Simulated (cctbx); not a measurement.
## Reading a Patterson map

Space group Ibam (no. 72), a = 7.4140 Å, b = 9.2670 Å, c = 4.9980 Å, α = 90.00°, β = 90.00°, γ = 90.00°, content Y8 Mn4 B16.

Simulated single-crystal data (cctbx): Mo Kα, λ = 0.71073 Å, to d = 0.8 Å, 95 % of the full sphere, strongest reflection 70000 counts, noise from counting, a 6 % proportional error and a noise floor of 15 counts (s.d.); no absorption.

Patterson synthesis, origin scaled to 1000:

```text
Patterson group I m m m
      u       v       w   height  length (A)
  0.000   0.000   0.000   1000.0     0.00
  0.190   0.500   0.000    406.1     4.84
  0.000   0.296   0.500    398.1     3.71
  0.000   0.000   0.500    253.5     2.50
  0.156   0.353   0.250    253.2     3.69
  0.190   0.202   0.500    196.6     3.42
  0.000   0.274   0.000    104.8     2.54
  0.000   0.424   0.500     64.6     4.66
  0.172   0.224   0.000     49.9     2.44
  0.165   0.074   0.500     47.7     2.87
  0.152   0.500   0.500     30.6     5.38
  0.172   0.368   0.000     26.2     3.64
  0.000   0.127   0.000     24.2     1.18
  0.000   0.281   0.258     22.4     2.91
```

Q: Assign the vectors.

A peak at u stands for all pairs with xi − xj = u, with weight Σ ZiZj against Σ Z² = 15068 at the origin. Peak heights follow these weights only roughly, since form factors, motion and series ripples differ, all vectors within 0.55 Å of a peak are counted as merged into it though the farther ones add only part of their weight, and F(000) is left out, which lowers the whole map:

| u | v | w | shortest length (Å) | height | 1000 ΣZiZj/ΣZ² | pairs in the cell |
| --- | --- | --- | --- | --- | --- | --- |
| 0.190 | 0.500 | 0.000 | 3.40 | 406 | 417 | 4 × Y–Y, 8 × B–B |
| 0.000 | 0.296 | 0.500 | 3.71 | 398 | 424 | 4 × Y–Y, 12 × B–B |
| 0.000 | 0.000 | 0.500 | 2.50 | 254 | 373 | 16 × Y–B, 4 × Mn–Mn |
| 0.156 | 0.353 | 0.250 | 3.15 | 253 | 292 | 4 × Y–Mn, 4 × Mn–B |
| 0.190 | 0.202 | 0.500 | 3.43 | 197 | 212 | 2 × Y–Y, 6 × B–B |
| 0.000 | 0.274 | 0.000 | 2.54 | 105 | 207 | 16 × Y–B |
| 0.000 | 0.424 | 0.500 | 3.77 | 65 | 104 | 8 × Y–B |
| 0.172 | 0.224 | 0.000 | 2.44 | 50 | 104 | 8 × Y–B |
| 0.165 | 0.074 | 0.500 | 2.87 | 48 | 52 | 4 × Y–B |

The table stops at ten peaks or at a height of 45, below which ripples compete. In the model behind the data Y, the heaviest element, has 1 independent site: (0.6547, 0.1484, 0), up to an allowed shift of origin; the Y–Y vectors are differences of these positions and their symmetry mates. The whole model:

```csv
atom,mult.,x,y,z,Ueq (Å²)
Y1,8,0.6547,0.1484,0,0.0066
Mn1,4,0,0,1/4,0.0069
B1,8,0.6538,0.1303,1/2,0.0068
B2,8,0.1680,0.9278,1/2,0.0081
```

This is a model crystal, built by substitution and not relaxed, with assumed displacement parameters.

[Logs are printed without paths, hosts, clocks, repeated set-up lines and the standing remarks that a program may print on its own settings, such as how far it seeks lower states.]
